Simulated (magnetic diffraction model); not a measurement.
**Yb4V6RhPb6 below its ordering temperature**

Space group Im-3m (no. 229), a = 8.9550 Å.

| site | atom | x | y | z |
| --- | --- | --- | --- | --- |
| 12e | Pb | 0 | 0 | 0.6778 |
| 8c | Yb | 1/4 | 3/4 | 1/4 |
| 2a | Rh | 0 | 0 | 0 |
| 12d | V | 0 | 1/2 | 1/4 |

This is a made-up structure (elements placed in a structure type, unrelaxed), so the numbers test the method and describe no known phase.

Only Yb is taken to order (form factors of Yb3+); orders and moment sizes are assumed, and not adapted to the symmetry. Radiation: neutrons of λ = 4.2 Å, 2° to 90°; isotropic B of 0.21 Å² (Pb), 0.28 Å² (Yb), 0.24 Å² (Rh) and 0.28 Å² (V). Simulated constant-wavelength pattern: nuclear and magnetic terms add, the magnetic one as |2.695 fm × Σ f S⊥ exp(2πi Q·r) exp(−B s²)|², summed over all Q at one angle with the factor 1/(sin²θ cos θ). For a modulated order the moment at position r is S exp(−2πi k·r) + c.c., with S = m/2 for a sine wave of amplitude m and S = m(u + iv)/2 for moments turning in a plane, u and v being orthogonal unit vectors in it; the phase factor of the sum at Q = H + k is then exp(2πi H·r). Free-ion form factors, Sears's scattering lengths of 1992, no absorption; a label names one of the reflections at its angle. The strongest nuclear line in the range is 100, and lines under 0.2 are left out.

Above the ordering temperature:

```csv
2θ (°),index,I
38.74,(1 1 0),9.5
55.94,(2 0 0),10.8
70.12,(2 1 1),47.8
83.10,(2 2 0),100.0
```

Below it (cell unchanged):

```
2θ (°)      I
  6.72  112.7
 34.09   12.4
 38.74    9.5
 39.36    7.1
 44.10    9.0
 48.46    2.4
 55.94   10.8
 56.41    3.6
 63.69    6.2
 67.16    5.9
 70.12   47.8
 73.85    5.8
 77.10    6.9
 83.10  100.0
 83.50    2.0
 86.66    3.5
 89.81    2.8
```

**Question.** Check that the new lines index with k = (1/4 0 0), then choose among these models:
A. moments turning in the plane of [100] and [010], 3.6 μB on Yb; signs + at (1/4, 3/4, 1/4), + at (1/4, 1/4, 3/4), − at (3/4, 1/4, 1/4), + at (1/4, 1/4, 1/4)
B. moments turning in the plane of [010] and [001], 3.6 μB on Yb; signs + at (1/4, 3/4, 1/4), + at (1/4, 1/4, 3/4), − at (3/4, 1/4, 1/4), + at (1/4, 1/4, 1/4)
C. a sine wave with moments along [001] (amplitudes given), 3.6 μB on Yb; signs + at (1/4, 3/4, 1/4), + at (1/4, 1/4, 3/4), − at (3/4, 1/4, 1/4), + at (1/4, 1/4, 1/4)
D. a sine wave with moments along [010] (amplitudes given), 3.6 μB on Yb; signs + at (1/4, 3/4, 1/4), + at (1/4, 1/4, 3/4), − at (3/4, 1/4, 1/4), + at (1/4, 1/4, 1/4)

The new lines index as (1/4 0 0) at 6.72°, (3/4 1 0) at 34.09°, (1/4 1 1) at 39.36° and (5/4 1 0) at 44.10°, that is as H ± k with k = (1/4 0 0), one of 3 inequivalent arms of its star (k and −k counted as one), which a powder can't tell apart. Satellites come in pairs about each point of the reciprocal lattice.

Magnetic intensity, observed (below minus above) and for each model:

| 2θ (°) | index | observed | A | B | C | D |
| --- | --- | --- | --- | --- | --- | --- |
| 6.72 | (1/4 0 0) | 112.7 | 56.3 | 112.7 | 56.3 | 56.3 |
| 34.09 | (3/4 1 0) | 12.4 | 12.0 | 12.4 | 6.2 | 6.2 |
| 39.36 | (1/4 1 1) | 7.1 | 10.3 | 7.1 | 3.6 | 3.6 |
| 44.10 | (5/4 1 0) | 9.0 | 6.7 | 9.0 | 4.5 | 4.5 |
| 56.41 | (1/4 2 0) | 3.6 | 5.4 | 3.6 | 1.8 | 1.8 |
| 67.16 | (3/4 2 1) | 5.9 | 7.8 | 5.9 | 3.0 | 3.0 |
| 73.85 | (5/4 2 1) | 5.8 | 6.4 | 5.8 | 2.9 | 2.9 |
| 77.10 | (9/4 1 1) | 6.9 | 5.3 | 6.9 | 3.4 | 3.4 |

Model B matches. Model C has the same shape and would fit too with moments 1.41 times as large, so only the size of the moment sets it apart. Model D has the same shape and would fit too with moments 1.41 times as large, so only the size of the moment sets it apart.

The structure used: k = (1/4 0 0), moments turning in the plane of [010] and [001], 3.6 μB on Yb; signs + at (1/4, 3/4, 1/4), + at (1/4, 1/4, 3/4), − at (3/4, 1/4, 1/4), + at (1/4, 1/4, 1/4).

[Logs are printed without paths, hosts, clocks, repeated set-up lines and the standing remarks that a program may print on its own settings, such as how far it seeks lower states.]
